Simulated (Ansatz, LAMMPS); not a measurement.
**Aqueous H3O+ and Cl-, 5.6 mol of acid per kg of water at 280 K (207 atoms): support functions against a reference**

Wanted: errors and times of a linear-scaling basis for aqueous H3O+ and Cl-, 5.6 mol of acid per kg of water at 280 K (207 atoms). A setting counts as converged where the r.m.s. difference of forces stays under 1 % of the r.m.s. force.

Method: Kohn-Sham DFT, PBEsol, PAW (set soft_2), plane waves, in Ansatz 0.2.0.

### Step 1. The starting structure

The cell holds 207 atoms: 65 O, 136 H and 6 Cl. Its edges and angles: a = 12.844 Å, b = 12.844 Å, c = 12.844 Å, α = 90.0°, β = 90.0°, γ = 90.0°. 59 H2O, 6 H3O+, 6 Cl- placed at random, at 1.09 g/cm³; overlaps pushed apart, then 10 ps at 420 K with Joung-Cheatham ions (J. Phys. Chem. B 112, 9020 (2008)); MMFF94 bonds, angles, torsions, charges and radii (Halgren, J. Comput. Chem. 17, 490 (1996)) in harmonic and 12-6 forms; SPC/E water (Berendsen, Grigera and Straatsma, J. Phys. Chem. 91, 6269 (1987)). Snapshot after 20 ps at 280 K and fixed volume.

What the set-up can't give: The network of contacts between molecules at the start is that of the classical potential that made the cell, and needn't be the one that DFT or experiment would give. The functional has no dispersion term, which matters for the binding between molecules or layers. The density was typed from a rule of thumb and may lie off the real one at this temperature. Only the Γ point is sampled, in a cell whose shortest periodic width is 13 Å.

### Step 2. The classical run that made the cell

A classical potential supplies the starting structure, since it reaches far longer times than DFT.

This step: classical MD, Joung-Cheatham ions (J. Phys. Chem. B 112, 9020 (2008)); MMFF94 bonds, angles, torsions, charges and radii (Halgren, J. Comput. Chem. 17, 490 (1996)) in harmonic and 12-6 forms; SPC/E water (Berendsen, Grigera and Straatsma, J. Phys. Chem. 91, 6269 (1987)) (LAMMPS 22 Jul 2025 - Update 4).

File in.lmp:

```
# aqueous H3O+ and Cl-, 5.6 mol of salt per kg of water
units real
atom_style full
boundary p p p
bond_style harmonic
angle_style harmonic
dihedral_style opls
improper_style harmonic
special_bonds lj 0 0 0.5 coul 0 0 0.75
read_data data.lmp
neigh_modify delay 0 every 1 check yes one 4000
comm_modify cutoff 12.0
timestep 0.5
thermo_style custom step time temp pe press density
thermo_modify norm yes
# push overlapping molecules apart
pair_style soft 2.6
pair_coeff * * 0.0
variable a equal ramp(1,60)
fix ad all adapt 1 pair soft a * * v_a
velocity all create 420 785811 mom yes dist gaussian
fix lim all nve/limit 0.03
fix lan all langevin 420 420 50 785812 zero yes
thermo 1000
run 3000 post no
unfix ad
pair_style lj/cut/coul/long 9.0
pair_modify mix arithmetic tail yes
pair_coeff 1 1 0.0763 3.3270   # O
pair_coeff 2 2 0.0100 1.2000   # H
pair_coeff 3 3 0.1553 3.1660   # O
pair_coeff 4 4 0.0000 1.0000   # H
pair_coeff 5 5 0.0128 4.8305   # Cl
kspace_style pppm 1.0e-4
# [... 18 lines left out ...]
compute msd all msd com yes
thermo 5000
fix md all nvt temp 280 280 100
run 20000 post no
print "== T280: mean square displacement over the hold $(c_msd[4]:%.2f) A^2"
unfix md
uncompute msd
write_dump all custom T280.dump id type xs ys zs modify sort id
```

Run with:

```sh
> lmp -in in.lmp -log none -nocite
```

Numbers of over 12 decimals in the logs are rounded to 6 here.

Output:

```text
LAMMPS (22 Jul 2025 - Update 4)
Reading data file ...
  orthogonal box = (0 0 0) to (12.84448 12.84448 12.84448)
  207 atoms
  orthogonal box = (0 0 0) to (12.84448 12.84448 12.84448)
  136 bonds
  77 angles
   Step          Time           Temp          PotEng         Press         Density
         0   0              420            0.20670243     9329.8746      1.0889996
      1000   500            417.66134      0.96032909     28472.566      1.0889996
      2000   1000           358.02558      0.87353105     37390.781      1.0889996
      3000   1500           385.80339      0.83899667     44874.76       1.0889996
Loop time of 0.34511 s on 1 MPI rank(s) for 3000 steps with 207 atoms
PPPM initialization ...
  G vector (1/distance) = 0.30068124
  grid = 8 8 8
  estimated relative force accuracy = 7.3601564e-05
   Step          Time           Temp          PotEng         Press         Density
      3000   1500           385.80339      0.041614679    89477.129      1.0889996
      3100   1550           385.80339     -8.5855579      413.8713       1.0889996
      3200   1600           385.80339     -8.8461863      1373.1878      1.0889996
      3300   1650           385.80339     -8.9416938      1287.742       1.0889996
Loop time of 0.987457 s on 1 MPI rank(s) for 300 steps with 207 atoms
Minimization stats:
  Stopping criterion = max iterations
  Energy initial, next-to-last, final =
    0.0416146793046734  -8.94107159367334  -8.94169376344554
  Force two-norm initial, final = 1352.3805 17.961146
  Iterations, force evaluations = 300 591
   Step          Time           Temp          PotEng         Press         Density
         0   0              420           -8.9416938      1740.7104      1.0889996
      1000   500            380.53425     -7.7535627      6978.1328      1.0889996
      2000   1000           413.27672     -7.6577085     -4564.4792      1.0889996
Loop time of 2.37347 s on 1 MPI rank(s) for 2000 steps with 207 atoms
   Step          Time           Temp          PotEng         Press         Density
      2000   1000           579.14969     -8.1502877      10402.593      1.0889996
[... 5 lines left out ...]
Loop time of 12.8149 s on 1 MPI rank(s) for 10000 steps with 207 atoms
   Step          Time           Temp          PotEng         Press         Density
[... 4 lines left out ...]
Loop time of 6.38097 s on 1 MPI rank(s) for 5000 steps with 207 atoms
   Step          Time           Temp          PotEng         Press         Density
[... 2 lines left out ...]
     25000   24000          295.2187      -8.3450901      4098.4687      1.0889996
     30000   29000          280.82136     -8.4103888     -5207.184       1.0889996
     35000   34000          284.24526     -8.3822812      350.53206      1.0889996
     37000   36000          269.01962     -8.3178458     -44.434401      1.0889996
Loop time of 24.6538 s on 1 MPI rank(s) for 20000 steps with 207 atoms
== T280: mean square displacement over the hold 10.69 A^2
```

The job ended after 48 s (1 thread of Arm Neoverse N1, shared host; peak memory 0.13 GiB).

The input also reads data.lmp (atoms, bonds and types; not printed here).

### Step 3. Plane-wave single point

The first run fixes the reference, at a cutoff of 420 eV.

File input.yaml:

```yaml
crystal:
  lattice:
    - [12.84448, 0.0, 0.0]
    - [0.0, 12.84448, 0.0]
    - [0.0, 0.0, 12.84448]
  atoms:
    - { symbol: O, position: [0.47462, 0.31038, 0.71813] }
    - { symbol: H, position: [0.42784, 0.28438, 0.66255] }
    - { symbol: H, position: [0.54577, 0.28745, 0.70236] }
    - { symbol: H, position: [0.469, 0.38681, 0.70608] }
    - { symbol: O, position: [0.8803, 0.93305, 0.13836] }
    - { symbol: H, position: [0.93087, 0.8771, 0.14011] }
    - { symbol: H, position: [0.83296, 0.9224, 0.20024] }
    - { symbol: H, position: [0.92699, 0.98306, 0.17271] }
    - { symbol: O, position: [0.63181, 0.06922, 0.11021] }
    - { symbol: H, position: [0.70515, 0.08978, 0.0901] }
    - { symbol: H, position: [0.59017, 0.08705, 0.04599] }
    - { symbol: H, position: [0.60006, 0.11941, 0.15816] }
    - { symbol: O, position: [0.97639, 0.77524, 0.6891] }
    - { symbol: H, position: [0.92796, 0.83073, 0.71513] }
    - { symbol: H, position: [0.05191, 0.77954, 0.70886] }
    - { symbol: H, position: [0.94361, 0.70699, 0.70818] }
    - { symbol: O, position: [0.85975, 0.38375, 0.44071] }
    - { symbol: H, position: [0.79641, 0.36762, 0.40437] }
    - { symbol: H, position: [0.84898, 0.4563, 0.46294] }
    - { symbol: H, position: [0.9149, 0.37324, 0.38332] }
    - { symbol: O, position: [0.57617, 0.39924, 0.9328] }
    - { symbol: H, position: [0.54709, 0.42212, 0.00108] }
    - { symbol: H, position: [0.61114, 0.45526, 0.89064] }
    - { symbol: H, position: [0.62831, 0.34854, 0.9606] }
    - { symbol: O, position: [0.00347, 0.50815, 0.33607] }
    - { symbol: H, position: [0.05999, 0.51364, 0.38932] }
    - { symbol: H, position: [0.03509, 0.50258, 0.26514] }
    - { symbol: O, position: [0.76314, 0.48906, 0.60604] }
    - { symbol: H, position: [0.75283, 0.56402, 0.58775] }
    - { symbol: H, position: [0.83534, 0.47868, 0.63325] }
    - { symbol: O, position: [0.09391, 0.98729, 0.6553] }
    - { symbol: H, position: [0.17106, 0.98999, 0.64521] }
    [... 169 atom lines left out ...]
    - { symbol: Cl, position: [0.07678, 0.55376, 0.08408] }
    - { symbol: Cl, position: [0.73567, 0.98247, 0.59197] }
    - { symbol: Cl, position: [0.68308, 0.65112, 0.18934] }
    - { symbol: Cl, position: [0.53699, 0.1944, 0.30842] }
    - { symbol: Cl, position: [0.00493, 0.52993, 0.679] }
    - { symbol: Cl, position: [0.7929, 0.12496, 0.92272] }
kpoints:
  mp_grid: { grid: [1, 1, 1] }
hamiltonian:
  xc: pbesol
scf:
  occupations: { method: fixed }
output:
  forces: true
  stress: true
  populations: true
  dos:
    method: { smearing: { sigma: 0.15 } }
    de: 0.1
    projected: { site_lists: { Cl: [Cl], H: [H], O: [O] } }
  eigenvalues: true
  write_density: true
  write_potential: true
  volumetric_format: npy
```

Run with:

```sh
> ansatz run input.yaml --threads 8 --pin off --max-ram 15872MiB --backend cpu --events-out ev --progress --plain --runs-dir out
```

Output:

```text
Engine: ansatz 0.2.0, aarch64-unknown-linux-gnu
Pseudopotentials: kind: paw
Pseudopotential: O, paw, valence charge 6, recommended cutoff 420 eV (normal), O.paw.azcp
Pseudopotential: H, paw, valence charge 1, recommended cutoff 420 eV (normal), H.paw.azcp
Pseudopotential: Cl, paw, valence charge 7, recommended cutoff 420 eV (normal), Cl.paw.azcp
Functional definition: PBEsol
  exchange = pbesol_x
  correlation = pbesol_c
Crystal: 207 atoms, lattice volume = 2119.091 Å³
Basis set: ecut = 420 eV, 41395 PW (Γ), exchange–correlation on 180×180×180 points (8 copies of the dense FFT grid, shifted against one another)
Bands: 491, of which v1, the nominal top of the filled ones, is band 284 counted from 1 (283 counted from 0)
Symmetry: 1 space group operations
Space group: P1 (ITA 1), of the structure as read, at distance tolerance 1.3e-4 Å
k-points: 1
Non-local potential: O, projectors of the file, l = 0: 2, l = 1: 2, l = 2: 1
Non-local potential: H, projectors of the file, l = 0: 2, l = 1: 1
Non-local potential: Cl, projectors of the file, l = 0: 2, l = 1: 2, l = 2: 2
PAW form: soft (Blöchl's): semilocal exchange-correlation on the pseudo side does not see the compensation charge
PAW frozen core: O, regenerated for the run's functional, and the local potential with it (the file was generated under x = pbe(κ = 0.804, μ = 0.219515), c = pbe(β = 0.066725))
PAW frozen core: Cl, regenerated for the run's functional, and the local potential with it (the file was generated under x = pbe(κ = 0.804, μ = 0.219515), c = pbe(β = 0.066725))
PAW one-centre angular grid: O, 110 points (default); XC on 64 Gauss nodes
PAW one-centre angular grid: H, 110 points (default); XC on 64 Gauss nodes
PAW one-centre angular grid: Cl, 110 points (default); XC on 64 Gauss nodes
Initial density: superposition of atomic densities (neutral atoms: chi_scale 0, normalization atom), corrected by the library's trained network
Initial wavefunctions: pseudopotential atomic-orbital guess
Functional: x = pbesol(κ = 0.804, μ = 0.123457), c = pbesol(β = 0.046)
SCF iter   1: F=—  HF=-44983.864670 eV  |F-HF|=—  |Δ(HF+E_count)|=         —  Δρ=6.12e-3  dr2=6.54e-1  ethr=1.77e-3  ⟨swp⟩=5.0  Hψ=1764  notcnv=0  defer=204
preconditioner: auto → Resta (q_TF=auto, 2.191 Å⁻¹)  ε∞=2.2  [insulator: Δε(μ)=3.818 eV  Ē_g=17.031 eV  n_scr=388 (ndim 8)  ℏωp=19.0 eV  f_vac=0.241  ε∞_Penn≈2.2]
SCF iter   2: F=—  HF=-44983.651670 eV  |F-HF|=—  |Δ(HF+E_count)|=   2.13e-1  Δρ=2.36e-3  dr2=9.37e-2  ethr=1.15e-4  ⟨swp⟩=2.0  Hψ=820  notcnv=0  defer=204
SCF iter   3: F=—  HF=-44983.623123 eV  |F-HF|=—  |Δ(HF+E_count)|=   2.85e-2  Δρ=1.03e-3  dr2=2.47e-2  ethr=1.65e-5  ⟨swp⟩=2.0  Hψ=553  notcnv=0  defer=205
SCF iter   4: F=—  HF=-44983.620571 eV  |F-HF|=—  |Δ(HF+E_count)|=   2.55e-3  Δρ=2.76e-4  dr2=1.61e-3  ethr=4.36e-6  ⟨swp⟩=3.0  Hψ=497  notcnv=0  defer=205
SCF iter   5: F=—  HF=-44983.620862 eV  |F-HF|=—  |Δ(HF+E_count)|=   2.91e-4  Δρ=1.44e-4  dr2=3.61e-4  ethr=2.83e-7  ⟨swp⟩=3.0  Hψ=579  notcnv=0  defer=205
SCF iter   6: F=—  HF=-44983.620974 eV  |F-HF|=—  |Δ(HF+E_count)|=   1.11e-4  Δρ=4.82e-5  dr2=4.99e-5  ethr=6.36e-8  ⟨swp⟩=3.0  Hψ=577  notcnv=0  defer=203
SCF iter   7: F=—  HF=-44983.621273 eV  |F-HF|=—  |Δ(HF+E_count)|=   2.99e-4  Δρ=1.29e-5  dr2=2.97e-6  ethr=8.78e-9  ⟨swp⟩=2.0  Hψ=754  notcnv=0  defer=200
SCF iter   8: F=—  HF=-44983.621277 eV  |F-HF|=—  |Δ(HF+E_count)|=   4.39e-6  Δρ=7.72e-6  dr2=9.81e-7  ethr=5.23e-10  ⟨swp⟩=3.0  Hψ=577  notcnv=0  defer=200
SCF iter   9: F=-44983.621277 eV  HF=-44983.621277 eV  |F-HF|=5.19e-8  |Δ(HF+E_count)|=   3.63e-7  Δρ=1.77e-6  dr2=6.87e-8  ethr=1.76e-11  ⟨swp⟩=20.0  Hψ=4920  notcnv=0
SCF 1 converged in 9 iterations: F = -44983.621277 eV  dr2 = 6.87e-8
  greatest PAW one-centre occupation: 0.904 electrons in one spin orbital (limit 2), on the Cl atom at site 203 (counted from 0), in its partial waves of l = 0
WARN: The input density's exchange-correlation potential varies sharply where the density is thin. Do not read a vacuum level from v_tot or v_xc, or from such a field of the output density. On a cell that repeats whose density bears no net charge and no dipole along the vacuum's axis use v_es (v_loc + v_h of the components); [...]
SCF converged after 9 iterations
Free energy (F): -44983.621277 eV
Harris-Foulkes:  -44983.621277 eV  (|F-HF|=5.19e-8)
Internal energy: -44983.621277 eV  (E = F + TS)
E sigma→0 (E₀):  -44983.621277 eV
Fermi energy:    -1.587742 eV
--- Per-component energies (eV) ---
  E_band       = -5269.652288
  E_kinetic    = 14100.754856
  E_local      = -42876.543954  (includes V_loc(G=0)·N_el)
  E_nonlocal   = 3547.269262
  E_hartree    = 15316.235263
  E_xc         = -6478.890863
  E_vxc        = -8239.484186  (∫ρ·V_xc dr)
  E_paw        = -13859.626384  (= ΣΔE_a)
  E_vpaw       = -2434.138791  (= ΣTr[D̂ρ^β])
  E_aug_tail   = 0.009235  (compensation charges beyond the density's cutoff)
  E_ewald      = -14735.592998
  E_core_change = 2.764307  (= ΣΔE_core)
  E_smearing   = -0.000000  (= −TS)
  E_closure    = -0.000000  (closes the sum)
  Σ components = -44983.621277   (vs F -44983.621277, Δ=0.00e0)
--- Forces (eV/Å), atoms counted from 1 ---
  atom   1  O     -1.41581535     0.31013841     1.13789592
  atom   2  H     -0.09647223    -1.03876730    -0.93177569
  atom   3  H      1.35144632    -0.07759993    -0.91812908
  atom   4  H      0.46337339     0.87490627    -0.51580630
  atom   5  O     -0.23150360     1.06964509     0.54792101
  atom   6  H      0.74903863    -2.61742862     0.08730182
  atom   7  H     -1.31718962    -0.80553894     0.03243936
  atom   8  H      0.69624238     2.22627763     0.10812517
  atom   9  O      0.10450868    -0.38374669    -1.15402239
  atom  10  H     -0.13705473     0.33365955     0.58742528
  atom  11  H     -0.65671110    -0.17361091    -1.21358621
  atom  12  H      0.37020920     0.72248681     1.33601258
  atom  13  O     -0.27766418    -0.45648444    -0.84782284
  atom  14  H      0.47728289     0.77858649     0.94202563
[...]
atom 206  Cl    -0.12550192    -0.14210660    -0.33621637
  atom 207  Cl     0.00460576    -0.42421094     0.01158404
  max |Σ_I F_I| component: 8.20e-5 eV/Å
--- Stress (GPa, compression-positive) ---
       -2.760111       0.267471       0.057926
        0.267471      -1.799822       0.051614
        0.057926       0.051614      -2.364875
  P = ⅓ Tr σ = -2.3083 GPa (-23.083 kbar)
--- Band table (eV) ---
  k-point 0: bands = ["-24.4603", "-24.3876", "-24.2435", "-23.7622", [... 475 levels ...], "10.9841", "11.0083", "11.0255", "11.0721", "11.0871", "11.1056", "11.1501", "11.1718", "11.1854", "11.2408", "11.2551", "11.2578"]
--- Löwdin populations: 207 sites ---
  site symbol       q [e]
     0      O      6.4871
     1      H      0.5610
     2      H      0.5662
[...]
206     Cl      7.5293
  spilling = 0.010572 (of n_electrons = 568.000000)
```

Wall time 40 s (8 threads of Arm Neoverse N1, shared host); peak memory 3 GiB.

The program notes that the exchange-correlation potential is rough where the density is thin.

Read from the output:

```
free energy                                      : -44983.6213 eV
free energy per atom                             : -217.3122 eV/atom
SCF cycles                                       : 9
pressure                                         : -2.308 GPa
r.m.s. force component                           : 0.5167 eV/Å
longest force                                    : 2.724 eV/Å
Fermi energy                                     : -1.588 eV
gap (highest filled to lowest empty level) : 3.71 eV
spilling of the projection                       : 0.01057
```

Neighbours are counted within 1.21 Å (H-O).

Length of the force by element and coordination:

```csv
element,coordination,atoms,mean length of the force (eV/Å),spread,least,most
Cl,all,6,0.493,0.228,0.128,0.853
H,all,136,0.867,0.406,0.158,2.72
O,all,65,0.684,0.373,0.166,1.84
O,2,59,0.609,0.287,0.166,1.45
O,3,6,1.43,0.301,1.00,1.84
```

Löwdin charges by element and coordination (they lack the spilled electrons, 0.029 e an atom on average):

```csv
element,coordination,atoms,mean charge (e),spread,least,most
Cl,all,6,-0.526,0.0473,-0.571,-0.446
H,all,136,0.391,0.0203,0.344,0.439
O,all,65,-0.676,0.0675,-0.764,-0.465
O,2,59,-0.697,0.0247,-0.764,-0.643
O,3,6,-0.478,0.0101,-0.492,-0.465
```

States in the cell by windows of 1 eV, zero at the Fermi level; the larger projections on atomic orbitals stand beside the total:

```csv
from (eV),to (eV),total,O p,H s,Cl p,O s
-18,-17,10.5,0.3,2.4,0.0,7.7
-17,-15,0.0,0.0,0.0,0.0,0.0
-15,-14,0.1,0.0,0.0,0.0,0.0
-14,-13,9.8,0.1,0.5,0.0,0.1
-13,-12,2.1,0.0,0.1,0.0,0.0
-12,-11,0.0,0.0,0.0,0.0,0.0
-11,-10,1.0,0.7,0.3,0.0,0.0
-10,-9,14.2,10.3,3.6,0.0,0.0
-9,-8,16.1,11.5,4.3,0.0,0.0
-8,-7,61.1,41.7,17.8,0.4,0.1
-7,-6,49.3,34.1,14.1,0.3,0.1
-6,-5,8.4,7.1,0.5,0.0,0.7
-5,-4,32.7,25.7,3.0,0.5,3.1
-4,-3,55.5,44.3,3.9,1.7,5.0
-3,-2,45.9,39.6,1.5,1.7,2.4
-2,-1,103.5,76.0,0.9,25.2,0.4
-1,0,37.3,33.1,0.2,3.7,0.1
0,1,0.8,0.8,0.0,0.0,0.0
1,3,0.0,0.0,0.0,0.0,0.0
3,4,2.0,0.1,1.3,0.0,0.4
4,5,5.7,0.5,3.4,0.1,0.9
```

With fixed occupations the program's Fermi level is the highest filled level; weight inside the gap is the broadening of levels at its edges.

Between -24 and -18 eV lie 119 more states.

The levels nearest the highest filled one (over half full), pooled over k-points and spins:

```csv
level less the highest filled one (eV),occupation
-0.483,2
-0.293,2
-0.260,2
-0.220,2
-0.215,2
0,2
3.71,0
4.78,0
4.81,0
4.95,0
5.18,0
5.21,0
```

Electrostatic potential energy in the ac plane at fractional y = 0.119, with atoms of H and O and Cl within 0.2 Å of it. With pseudopotentials it is smooth inside the atoms' cores, unlike the true potential.

Values in eV, 13 rows by 16 columns, each cell a mean:
```
  4   5   5  -3 -27  -4   0 -17 -30   0   4   0 -27 -23   1   3
  2   4   5   5   3   4   3   0 -18  -3   3   1 -16 -12   2  -1
-10   3   4   5   5   5   5   4   3  -6 -20  -9   3   4   3 -13
-10   2   3   5   6   6   5   5   5  -9 -15   2   4   4   3  -3
  3   3   4   5   5   5   4   5   5   5   3   4   4   4   3   2
  4   5   4   4   4   0  -8   4   5   4   4   4   2   3   4   4
  5   3 -12 -15   1   3   0   4   4   4   4   2 -17   0   4   5
  4   0 -19  -5   3   4   4   4   4   3   3   1  -1   3   5   5
 -3  -7   4   5   4   4   4   4  -2   1   4   4   0  -8   4   5
  3   2   4   5   5   5   4   4   1   1   4   5 -10 -25   3   5
  5   5   4   4   5   4   4   4   2 -11  -6   3  -2 -11   4   5
-10   3   4   4   4   4   4   4   2  -9 -15 -10   2   5   3 -14
 -9   3   4   3  -7  -9   3   4   2  -6   0   1   2   2 -12 -20
```
Columns run along a (12.8 Å; values clipped at the 3rd and 97th percentile), rows up along c (12.8 Å). Atoms in or near the plane, at fractional coordinates: H at (0.60, 0.16), H at (0.67, 0.79), H at (0.97, 0.81), O at (0.51, 0.94), H at (0.54, 0.87), O at (0.81, 0.23), H at (0.81, 0.30), H at (0.31, 0.00), H at (0.21, 0.47), H at (0.78, 0.48), O at (0.98, 0.07), H at (0.91, 0.02), Cl at (0.79, 0.92).

(Part 1 of 2 ends here.)

[Logs are printed without paths, hosts, clocks, repeated set-up lines and the standing remarks that a program may print on its own settings, such as how far it seeks lower states.]

[Hosts, paths, dates, database ids (printed as entryN), source tags and the programs' standing remarks are cut or masked in the printed files.]

[The MMFF94 radii named for the starting cell were scaled by 0.96; in molecules described by MMFF94, hydrogen bound to N, O or S took a small fixed 12-6 site in their place.]
